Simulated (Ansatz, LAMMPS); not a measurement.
## Structural relaxation of glassy 79SiO2-9CaO-9Li2O-2NiO (mol %) (124 atoms)

Aim: bring glassy 79SiO2-9CaO-9Li2O-2NiO (mol %) (124 atoms) to a nearby minimum of the energy and see what moves.

Method: Kohn-Sham DFT, PBE, PAW (set soft_2), plane waves, in Ansatz 0.2.0.

## (1) Set-up

The cell holds 124 atoms: 34 Si, 4 Ca, 8 Li, 1 Ni and 77 O. Cell: a = 11.730 Å, b = 11.730 Å, c = 11.730 Å, α = 90.0°, β = 90.0°, γ = 90.0°. 124 atoms (34 Si, 4 Ca, 8 Li, 1 Ni, 77 O) placed at random at 2.37 g/cm³, melted at 4000 K for 10 ps at fixed volume with the Morse and Coulomb pair potential with partial charges (Pedone, Malavasi, Menziani, Cormack and Segre, J. Phys. Chem. B 110, 11780 (2006)). Quenched from 4000 K to 300 K at 10 K/ps and fixed volume, held 10 ps at zero pressure.

What the set-up can't give: The quench rate of 10 K/ps far exceeds what a furnace or splat quench reaches, so expect more defects and frozen-in strain than in a real sample. The network of bonds at the start is that of the classical potential that made the cell. Without a Hubbard term or exact exchange, open shells on Ni are likely too delocalised. Sampling is at Γ alone, for a cell whose shortest periodic width is 12 Å.

## (2) The classical run that made the cell

A classical potential supplies the starting structure, since it reaches far longer times than DFT.

This step: classical MD, Morse and Coulomb pair potential with partial charges (Pedone, Malavasi, Menziani, Cormack and Segre, J. Phys. Chem. B 110, 11780 (2006)) (LAMMPS 22 Jul 2025 - Update 4).

Contents of in.lmp:

```
# melt-quench of Si34Ca4Li8Ni1O77
units metal
atom_style charge
boundary p p p
region box block 0 11.9937 0 11.9937 0 11.9937
create_box 5 box
mass 1 28.0850   # Si
mass 2 40.0780   # Ca
mass 3 6.9400   # Li
mass 4 58.6934   # Ni
mass 5 15.9990   # O
create_atoms 1 random 34 350975 NULL overlap 1.5 maxtry 2000
create_atoms 2 random 4 350982 NULL overlap 1.5 maxtry 2000
create_atoms 3 random 8 350989 NULL overlap 1.5 maxtry 2000
create_atoms 4 random 1 350996 NULL overlap 1.5 maxtry 2000
create_atoms 5 random 77 351003 NULL overlap 1.5 maxtry 2000
pair_style hybrid/overlay pedone 5.5 coul/long 8.0
pair_coeff * * coul/long
pair_coeff 1 5 pedone 0.340554 2.006700 2.100000 1   # Si-O
pair_coeff 2 5 pedone 0.030211 2.241334 2.923245 5   # Ca-O
pair_coeff 3 5 pedone 0.001114 3.429506 2.681360 1   # Li-O
pair_coeff 4 5 pedone 0.029356 2.679137 2.500754 3   # Ni-O
pair_coeff 5 5 pedone 0.042395 1.379316 3.618701 22   # O-O
set type 1 charge 2.4
set type 2 charge 1.2
set type 3 charge 0.6
set type 4 charge 1.2
set type 5 charge -1.2
kspace_style pppm 1.0e-4
neigh_modify delay 0 every 1 check yes
thermo_style custom step time temp pe press density
thermo_modify norm yes
timestep 0.002
thermo 100
# [... 15 lines left out ...]
fix md all nvt temp 4000 300 0.2
run 185000 post no
unfix md
thermo 1666
fix md all npt temp 300 300 0.2 iso 0 0 2
run 5000 post no
unfix md
write_dump all custom glass.dump id type xs ys zs modify sort id
```

Run with:

```console
$ lmp -in in.lmp -log none -nocite
```

Numbers of over 12 decimals in the logs are rounded to 6 here.

The log of the run:

```text
LAMMPS (22 Jul 2025 - Update 4)
Created orthogonal box = (0 0 0) to (11.9937 11.9937 11.9937)
Created 34 atoms
Created 4 atoms
Created 8 atoms
Created 1 atoms
Created 77 atoms
PPPM initialization ...
  G vector (1/distance) = 0.37352615
  grid = 12 12 12
  estimated relative force accuracy = 9.0640778e-05
   Step          Time           Temp          PotEng         Press         Density
         0   0              0             -2.0644123      498893.89      2.368977
        86   0.172          0             -15.456033     -32269.813      2.368977
Loop time of 0.0682237 s on 1 MPI rank(s) for 86 steps with 124 atoms
Minimization stats:
  Stopping criterion = energy tolerance
  Energy initial, next-to-last, final =
     -2.06441225643007  -15.4551077942249  -15.4560330279495
  Force two-norm initial, final = 335.69248 1.6408129
  Iterations, force evaluations = 86 98
   Step          Time           Temp          PotEng         Press         Density
[... 7 lines left out ...]
      2499   4.998          3455.2713     -14.900396      23696.599      2.368977
      3332   6.664          4492.8747     -14.884898      3004.3584      2.368977
      4165   8.33           4072.0529     -14.955329      19262.32       2.368977
      4998   9.996          3804.7338     -14.945009      40565.77       2.368977
      5831   11.662         3949.9353     -14.912889     -14566.084      2.368977
[... 1 line left out ...]
Loop time of 2.81772 s on 1 MPI rank(s) for 5000 steps with 124 atoms
   Step          Time           Temp          PotEng         Press         Density
[... 12 lines left out ...]
Loop time of 99.1542 s on 1 MPI rank(s) for 185000 steps with 124 atoms
   Step          Time           Temp          PotEng         Press         Density
[... 1 line left out ...]
    191590   383.18         304.01723     -15.604564      6152.0461      2.5605076
    193256   386.512        298.94347     -15.609102     -6941.7379      2.5023412
    194922   389.844        304.88456     -15.609045      2954.7845      2.5314593
    196000   392            303.2884      -15.604452      1301.7334      2.5326356
Loop time of 3.39797 s on 1 MPI rank(s) for 5000 steps with 124 atoms
```

Elapsed: 1.8 min, on 1 thread of Arm Neoverse V1, shared host; peak memory 0.069 GiB.

## (3) Relaxation

With the cell held, the atoms are moved downhill towards a nearby minimum.

Contents of input.yaml:

```yaml
crystal:
  lattice:
    - [11.72958, 0.0, 0.0]
    - [0.0, 11.72958, 0.0]
    - [0.0, 0.0, 11.72958]
  atoms:
    - { symbol: Si, position: [0.49517, 0.1494, 0.0604] }
    - { symbol: Si, position: [0.41666, 0.38067, 0.96495] }
    - { symbol: Si, position: [0.07715, 0.13609, 0.78978] }
    - { symbol: Si, position: [0.53633, 0.15339, 0.31963] }
    - { symbol: Si, position: [0.97376, 0.81143, 0.94257] }
    - { symbol: Si, position: [0.65993, 0.95192, 0.67744] }
    - { symbol: Si, position: [0.78603, 0.41056, 0.0557] }
    - { symbol: Si, position: [0.4592, 0.13125, 0.72095] }
    - { symbol: Si, position: [0.18942, 0.67681, 0.50088] }
    - { symbol: Si, position: [0.41094, 0.53284, 0.18894] }
    - { symbol: Si, position: [0.15654, 0.45831, 0.22293] }
    - { symbol: Si, position: [0.30743, 0.7586, 0.88704] }
    - { symbol: Si, position: [0.12147, 0.8573, 0.33085] }
    - { symbol: Si, position: [0.89856, 0.18446, 0.45954] }
    - { symbol: Si, position: [0.26235, 0.50009, 0.80382] }
    - { symbol: Si, position: [0.75433, 0.00576, 0.30623] }
    - { symbol: Si, position: [0.37343, 0.50336, 0.55552] }
    - { symbol: Si, position: [0.79549, 0.53654, 0.44916] }
    - { symbol: Si, position: [0.06329, 0.38582, 0.70852] }
    - { symbol: Si, position: [0.63653, 0.33366, 0.82666] }
    - { symbol: Si, position: [0.04485, 0.45648, 0.4492] }
    - { symbol: Si, position: [0.01203, 0.76548, 0.68194] }
    - { symbol: Si, position: [0.27349, 0.87868, 0.12324] }
    - { symbol: Si, position: [0.61347, 0.52091, 0.64433] }
    - { symbol: Si, position: [0.86255, 0.75354, 0.30102] }
    - { symbol: Si, position: [0.26276, 0.97402, 0.7291] }
    - { symbol: Si, position: [0.10497, 0.03541, 0.0405] }
    - { symbol: Si, position: [0.3579, 0.24486, 0.49658] }
    - { symbol: Si, position: [0.96385, 0.60754, 0.10671] }
    - { symbol: Si, position: [0.76289, 0.15107, 0.07006] }
    - { symbol: Si, position: [0.63035, 0.40425, 0.27734] }
    - { symbol: Si, position: [0.81114, 0.11526, 0.81855] }
    [... 86 atom lines left out ...]
    - { symbol: O, position: [0.04955, 0.09382, 0.14064] }
    - { symbol: O, position: [0.11348, 0.41148, 0.34641] }
    - { symbol: O, position: [0.78744, 0.07665, 0.95154] }
    - { symbol: O, position: [0.26896, 0.79765, 0.01731] }
    - { symbol: O, position: [0.88379, 0.66935, 0.19875] }
    - { symbol: O, position: [0.84326, 0.05113, 0.39766] }
magnetization:
  spin_polarized: true
kpoints:
  mp_grid: { grid: [1, 1, 1] }
hamiltonian:
  xc: pbe
scf:
  occupations: { method: fermi_dirac, width: 0.05 }
output:
  forces: true
relax:
  f_tol: 0.03
  max_steps: 49
```

Run with:

```console
$ ansatz run input.yaml --threads 4 --pin off --max-ram 8192MiB --backend cpu --events-out ev --progress --plain --runs-dir out
```

The log of the run:

```text
Engine: ansatz 0.2.0, aarch64-unknown-linux-gnu
Pseudopotentials: kind: paw
Pseudopotential: Si, paw, valence charge 4, recommended cutoff 420 eV (normal), Si.paw.azcp
Pseudopotential: Ca, paw, valence charge 10, recommended cutoff 420 eV (normal), Ca.paw.azcp
Pseudopotential: Li, paw, valence charge 3, recommended cutoff 420 eV (normal), Li.paw.azcp
Pseudopotential: Ni, paw, valence charge 18, recommended cutoff 420 eV (normal), Ni.paw.azcp
Pseudopotential: O, paw, valence charge 6, recommended cutoff 420 eV (normal), O.paw.azcp
[... 5 lines on functional and potentials left out ...]
Crystal: 124 atoms, lattice volume = 1613.791 Å³
Basis set: ecut = 420 eV, 31463 PW (Γ), exchange–correlation on 160×160×160 points (8 copies of the dense FFT grid, shifted against one another)
Bands: 465, of which v1, the nominal top of the filled ones, is band 340 counted from 1 (339 counted from 0)
Symmetry: 1 space group operations
Space group: P1 (ITA 1), of the structure as read, at distance tolerance 1.2e-4 Å
Magnetic group: BNS 1.1 (UNI 1), of the structure as read, at distance tolerance 1.2e-4 Å
k-points: 1
[... 11 lines on functional and potentials left out ...]
Initial density: superposition of atomic densities (chi_scale 0.1, normalization cell, long waves 2 % of neutral atoms (reshape's long-wave potential 1.02 eV rms, cloud 2.42 Å wide))
Starting moments: Σ|m| = 2 μB on 1 of 124 sites
Initial wavefunctions: pseudopotential atomic-orbital guess
Functional: x = pbe(κ = 0.804, μ = 0.219515), c = pbe(β = 0.066725)
SCF iter   1: F=—  HF=-80290.969857 eV  |F-HF|=—  |Δ(HF+E_count)|=         —  Δρ=8.69e-2 (↑8.69e-2 ↓6.18e-2)  dr2=4.85e2  dr2_m=7.54e0  M=-0.041 μB ∫|m|=0.169 μB  β_m=0.30  ethr=3.10e-3  ⟨swp⟩=8.0  Hψ=4668  notcnv=0  defer=200
preconditioner: auto → Kerker (q_TF=auto, 2.362 Å⁻¹)  [metal: Δε(μ)=0.067 eV  Ē_g=15.629 eV  σ=0.050 eV  W_gap=0.32  n_scr=364 (ndim 8)  ℏωp=23.1 eV  f_vac=0.042  D(μ)=23.10/eV (n_scr^D=122)]
spin=Collinear: Kerker preconditioning applied to the charge; magnetization (m = ρ↑ − ρ↓) channel mixes plain (no charge-response kernel on spin).
SCF iter   2: F=—  HF=-80227.195705 eV  |F-HF|=—  |Δ(HF+E_count)|=    6.38e1  Δρ=4.85e-2 (↑4.85e-2 ↓3.55e-2)  dr2=1.91e2  dr2_m=3.48e0  M=-0.000 μB ∫|m|=0.139 μB  β_m=0.30  ethr=3.10e-3  ⟨swp⟩=4.0  Hψ=2255  notcnv=0  defer=214
preconditioner: auto → Resta (q_TF=auto, 2.362 Å⁻¹)  ε∞=3.3  [insulator: Δε(μ)=0.205 eV  Ē_g=15.282 eV  σ=0.050 eV  W_gap=0.77  n_scr=364 (ndim 8)  ℏωp=23.1 eV  f_vac=0.040  D(μ)=9.05/eV (n_scr^D=26)  ε∞_Penn≈3.3]
spin=Collinear: Resta preconditioning applied to the charge; magnetization (m = ρ↑ − ρ↓) channel mixes plain (no charge-response kernel on spin).
SCF iter   3: F=—  HF=-80197.715538 eV  |F-HF|=—  |Δ(HF+E_count)|=    2.95e1  Δρ=6.73e-2 (↑6.73e-2 ↓4.50e-2)  dr2=2.04e2  dr2_m=3.03e0  M=-2.314 μB ∫|m|=2.617 μB  β_m=1.00  ethr=3.10e-3  ⟨swp⟩=4.0  Hψ=2533  notcnv=0  defer=236
SCF iter   4: F=—  HF=-80194.309719 eV  |F-HF|=—  |Δ(HF+E_count)|=    3.41e0  Δρ=5.16e-2 (↑5.16e-2 ↓1.91e-2)  dr2=9.92e1  dr2_m=9.16e0  M=-0.013 μB ∫|m|=0.170 μB  β_m=0.30  ethr=3.10e-3  ⟨swp⟩=3.0  Hψ=2204  notcnv=0  defer=210
SCF iter   5: F=—  HF=-80182.487771 eV  |F-HF|=—  |Δ(HF+E_count)|=    1.18e1  Δρ=1.86e-2 (↑1.86e-2 ↓1.36e-2)  dr2=1.23e1  dr2_m=6.94e-1  M=-1.985 μB ∫|m|=2.061 μB  β_m=1.00  ethr=3.10e-3  ⟨swp⟩=2.5  Hψ=1761  notcnv=0  defer=240
SCF iter   6: F=—  HF=-80180.187235 eV  |F-HF|=—  |Δ(HF+E_count)|=    2.30e0  Δρ=5.73e-3 (↑5.73e-3 ↓5.04e-3)  dr2=1.92e0  dr2_m=4.24e-2  M=-1.999 μB ∫|m|=2.106 μB  β_m=1.00  ethr=1.82e-3  ⟨swp⟩=3.5  Hψ=2114  notcnv=0  defer=240
SCF iter   7: F=—  HF=-80180.285694 eV  |F-HF|=—  |Δ(HF+E_count)|=   9.85e-2  Δρ=4.09e-3 (↑4.09e-3 ↓3.30e-3)  dr2=8.36e-1  dr2_m=1.19e-2  M=-2.000 μB ∫|m|=2.109 μB  β_m=1.00  ethr=2.83e-4  ⟨swp⟩=6.5  Hψ=1397  notcnv=0  defer=240
SCF iter   8: F=—  HF=-80180.423446 eV  |F-HF|=—  |Δ(HF+E_count)|=   1.38e-1  Δρ=2.06e-3 (↑2.06e-3 ↓1.96e-3)  dr2=2.41e-1  dr2_m=3.26e-3  M=-2.000 μB ∫|m|=2.106 μB  β_m=0.30  ethr=1.23e-4  ⟨swp⟩=4.5  Hψ=1771  notcnv=0  defer=238
SCF iter   9: F=—  HF=-80180.527395 eV  |F-HF|=—  |Δ(HF+E_count)|=   1.04e-1  Δρ=1.01e-3 (↑1.01e-3 ↓9.69e-4)  dr2=6.54e-2  dr2_m=1.85e-3  M=-2.000 μB ∫|m|=2.106 μB  β_m=0.30  ethr=3.54e-5  ⟨swp⟩=2.0  Hψ=1384  notcnv=0  defer=238
Mixer restart at iter 9: flushing history
spin-set hold released at iteration 9 (site moments contracting): the magnetisation degrees of freedom join the quasi-Newton model from the next iteration; the mixer history was flushed
SCF iter  10: F=—  HF=-80180.583603 eV  |F-HF|=—  |Δ(HF+E_count)|=   5.62e-2  Δρ=8.33e-4 (↑8.33e-4 ↓5.95e-4)  dr2=2.63e-2  dr2_m=1.70e-3  M=-2.000 μB ∫|m|=2.106 μB  β_m=0.52  ethr=9.61e-6  ⟨swp⟩=2.0  Hψ=1752  notcnv=0  defer=238
SCF iter  11: F=—  HF=-80180.653687 eV  |F-HF|=—  |Δ(HF+E_count)|=   7.01e-2  Δρ=1.40e-3 (↑1.40e-3 ↓5.80e-4)  dr2=5.05e-2  dr2_m=2.83e-3  M=-2.000 μB ∫|m|=2.115 μB  β_m=0.44  ethr=3.86e-6  ⟨swp⟩=2.5  Hψ=1380  notcnv=0  defer=238
SCF iter  12: F=—  HF=-80180.653257 eV  |F-HF|=—  |Δ(HF+E_count)|=   4.30e-4  Δρ=1.96e-4 (↑1.77e-4 ↓1.96e-4)  dr2=1.49e-3  dr2_m=2.29e-4  M=-2.000 μB ∫|m|=2.114 μB  β_m=0.52  ethr=3.86e-6  ⟨swp⟩=2.0  Hψ=1374  notcnv=0  defer=238
[...]
[... from here on, the SCF cycles and remarks between the steps are left out ...]
relax step   2: F+E_penalty+E_count = -80187.53275180 eV  Δ(F+E_penalty+E_count) = -6.878e0 eV  max|allowed force component| = 2.799e0 eV/Å  Δτ_max = 0.1995 Å  (8 SCF iters, dr2 threshold 1.00e-4 eV, accepted)
relax step   3: F+E_penalty+E_count = -80191.22107084 eV  Δ(F+E_penalty+E_count) = -3.688e0 eV  max|allowed force component| = 7.947e-1 eV/Å  Δτ_max = 0.1952 Å  (8 SCF iters, dr2 threshold 1.00e-4 eV, accepted)
relax step   4: F+E_penalty+E_count = -80192.12925623 eV  Δ(F+E_penalty+E_count) = -9.082e-1 eV  max|allowed force component| = 5.644e-1 eV/Å  Δτ_max = 0.2000 Å  (8 SCF iters, dr2 threshold 5.09e-5 eV, accepted)
relax step   5: F+E_penalty+E_count = -80192.41252112 eV  Δ(F+E_penalty+E_count) = -2.833e-1 eV  max|allowed force component| = 3.957e-1 eV/Å  Δτ_max = 0.1095 Å  (7 SCF iters, dr2 threshold 2.57e-5 eV, accepted)
relax step   6: F+E_penalty+E_count = -80192.65778388 eV  Δ(F+E_penalty+E_count) = -2.453e-1 eV  max|allowed force component| = 3.647e-1 eV/Å  Δτ_max = 0.2000 Å  (7 SCF iters, dr2 threshold 7.70e-5 eV, accepted)
relax step   7: F+E_penalty+E_count = -80192.75467608 eV  Δ(F+E_penalty+E_count) = -9.689e-2 eV  max|allowed force component| = 2.327e-1 eV/Å  Δτ_max = 0.0958 Å  (6 SCF iters, dr2 threshold 6.54e-5 eV, accepted)
relax step   8: F+E_penalty+E_count = -80192.81614282 eV  Δ(F+E_penalty+E_count) = -6.147e-2 eV  max|allowed force component| = 1.266e-1 eV/Å  Δτ_max = 0.0714 Å  (7 SCF iters, dr2 threshold 2.21e-5 eV, accepted)
relax step   9: F+E_penalty+E_count = -80192.84812813 eV  Δ(F+E_penalty+E_count) = -3.199e-2 eV  max|allowed force component| = 1.139e-1 eV/Å  Δτ_max = 0.0726 Å  (9 SCF iters, dr2 threshold 4.74e-6 eV, accepted)
relax step  10: F+E_penalty+E_count = -80192.86708227 eV  Δ(F+E_penalty+E_count) = -1.895e-2 eV  max|allowed force component| = 1.393e-1 eV/Å  Δτ_max = 0.0644 Å  (9 SCF iters, dr2 threshold 3.84e-6 eV, accepted)
relax step  11: F+E_penalty+E_count = -80192.88058365 eV  Δ(F+E_penalty+E_count) = -1.350e-2 eV  max|allowed force component| = 8.576e-2 eV/Å  Δτ_max = 0.0407 Å  (6 SCF iters, dr2 threshold 1.57e-5 eV, accepted)
relax step  12: F+E_penalty+E_count = -80192.88605645 eV  Δ(F+E_penalty+E_count) = -5.473e-3 eV  max|allowed force component| = 5.577e-2 eV/Å  Δτ_max = 0.0139 Å  (6 SCF iters, dr2 threshold 2.79e-6 eV, accepted)
relax step  13: F+E_penalty+E_count = -80192.88602468 eV  Δ(F+E_penalty+E_count) = +3.177e-5 eV  max|allowed force component| = 1.109e-1 eV/Å  Δτ_max = 0.0325 Å  (8 SCF iters, dr2 threshold 1.18e-6 eV, rejected (line search))
relax step  14: F+E_penalty+E_count = -80192.88605749 eV  Δ(F+E_penalty+E_count) = -1.037e-6 eV  max|allowed force component| = 5.548e-2 eV/Å  Δτ_max = 0.0000 Å  (9 SCF iters, accepted)
relax step  15: F+E_penalty+E_count = -80192.88618105 eV  Δ(F+E_penalty+E_count) = -1.236e-4 eV  max|allowed force component| = 1.084e-1 eV/Å  Δτ_max = 0.0315 Å  (7 SCF iters, dr2 threshold 1.30e-6 eV, accepted)
relax step  16: F+E_penalty+E_count = -80192.89035063 eV  Δ(F+E_penalty+E_count) = -4.170e-3 eV  max|allowed force component| = 2.634e-2 eV/Å  Δτ_max = 0.0159 Å  (6 SCF iters, dr2 threshold 1.16e-5 eV, accepted)
relax step  17: F+E_penalty+E_count = -80192.89035109 eV  Δ(F+E_penalty+E_count) = -4.570e-7 eV  max|allowed force component| = 2.636e-2 eV/Å  Δτ_max = 0.0000 Å  (4 SCF iters, accepted)
SCF converged after 4 iterations
Magnetization: -2.0000 μB (339.0000 up, 341.0000 down)
Absolute magnetization: 2.1150 μB (∫|ρ↑−ρ↓|, with the PAW one-centre terms)
Spin contamination: 0.0025 ħ² per cell (⟨S²⟩ above its minimum at these occupations)
Per-site moments (μB) at R_I (Å): [(-2.409747412894198e-7, 0.654749), (7.244092098471811e-7, 0.658822), (-0.000144009, 0.664380), (-1.7392680790828922e-5, 0.661547), (6.42039346856818e-7, 0.657514), [...]
Free energy (F): -80192.890351 eV
Harris-Foulkes:  -80192.890351 eV  (|F-HF|=4.22e-8)
Internal energy: -80192.890316 eV  (E = F + TS)
E sigma→0 (E₀):  -80192.890333 eV
Entropy (-TS):   -0.000035 eV (-0.000 meV/atom)
Fermi energy:    5.084956 eV
--- Per-component energies (eV) ---
  E_band       = -4250.622976
  E_kinetic    = 16798.641354
  E_local      = -50194.745337  (includes V_loc(G=0)·N_el)
  E_nonlocal   = 5136.649025
  E_hartree    = 18815.178675
  E_xc         = -8335.230890
  E_vxc        = -9821.935422  (∫ρ·V_xc dr)
  E_paw        = -34906.195712  (= ΣΔE_a)
  E_vpaw       = -3799.770456  (= ΣTr[D̂ρ^β])
  E_aug_tail   = 0.196973  (compensation charges beyond the density's cutoff)
  E_ewald      = -27507.384402
  E_smearing   = -0.000035  (= −TS)
  E_closure    = -0.000000  (closes the sum)
  Σ components = -80192.890351   (vs F -80192.890351, Δ=0.00e0)
--- Forces (eV/Å), atoms counted from 1 ---
  atom   1  Si     0.00463803     0.00191864    -0.00041237
  atom   2  Si     0.00310621     0.00426847     0.00550437
  atom   3  Si    -0.01769518    -0.00407187    -0.00765101
  atom   4  Si     0.00394066    -0.00472281    -0.00067283
  atom   5  Si    -0.00688260     0.01075762    -0.00037878
  atom   6  Si     0.00938697     0.00344733     0.00987803
  atom   7  Si    -0.00563777    -0.01241387    -0.01094293
  atom   8  Si     0.00123395    -0.00551705    -0.00229549
  atom   9  Si    -0.00577433    -0.00471746    -0.00586725
  atom  10  Si     0.00090447     0.00414953    -0.00331476
  atom  11  Si    -0.00655055    -0.00590393    -0.01288458
  atom  12  Si    -0.00355307    -0.00447372     0.00901635
  atom  13  Si    -0.01635780     0.00136743    -0.00583920
  atom  14  Si    -0.01271713     0.01698197    -0.01343476
[...]
atom 123  O     -0.00265616    -0.00055691     0.00384531
  atom 124  O     -0.00283365     0.00511927     0.00268613
  max |Σ_I F_I| component: 9.63e-5 eV/Å
--- Relaxed structure (17 steps of the walk, 16 accepted, 0 SCFs on fresh bases) ---
  F+E_penalty+E_count = -80192.89035109 eV   max|allowed force component| = 2.636e-2 eV/Å
  atoms:
    - { symbol: Si, position: [0.502468, 0.157503, 0.072052] }
    - { symbol: Si, position: [0.416286, 0.382792, 0.965310] }
    - { symbol: Si, position: [0.078004, 0.140358, 0.806054] }
    - { symbol: Si, position: [0.560495, 0.174234, 0.320715] }
[...]
- { symbol: O, position: [0.858927, 0.050786, 0.391066] }
```

The job ended after 9.9 min (4 threads of Arm Neoverse V1, shared host; peak memory 3.9 GiB).

Step by step:

```
step  energy less that of the first step (eV)  largest force component (eV/Å)
   1                                   0.0000                          4.7109
   2                                  -6.8777                          2.7994
   3                                 -10.5660                          0.7947
   4                                 -11.4742                          0.5644
   5                                 -11.7575                          0.3957
   6                                 -12.0027                          0.3647
   7                                 -12.0996                          0.2327
   8                                 -12.1611                          0.1266
   9                                 -12.1931                          0.1139
  10                                 -12.2120                          0.1393
  11                                 -12.2255                          0.0858
  12                                 -12.2310                          0.0558
  13                                 -12.2310                          0.1109
  14                                 -12.2310                          0.0555
  15                                 -12.2311                          0.1084
  16                                 -12.2353                          0.0263
  17                                 -12.2353                          0.0264
```

Relaxation step 13 was tried and not accepted.

The atoms that moved most (Å):

```
atom      dx      dy      dz  length
Li44   0.001   0.655  -0.389   0.762
Li42   0.397  -0.593   0.093   0.719
Li43  -0.600   0.294  -0.183   0.693
 O59   0.476   0.083   0.310   0.574
O106  -0.401   0.123   0.145   0.444
O115  -0.369  -0.222   0.045   0.434
 O52  -0.076  -0.410  -0.060   0.421
 O66   0.290  -0.273  -0.111   0.414
```

The relaxation changed the energy by -98.7 meV/atom, and atoms moved by 0.26 Å r.m.s., 0.76 Å at most.

(Part 1 of 3 ends here.)

[Logs are printed without paths, hosts, clocks, repeated set-up lines and the standing remarks that a program may print on its own settings, such as how far it seeks lower states.]

[Hosts, paths, dates, database ids (printed as entryN), source tags and the programs' standing remarks are cut or masked in the printed files.]
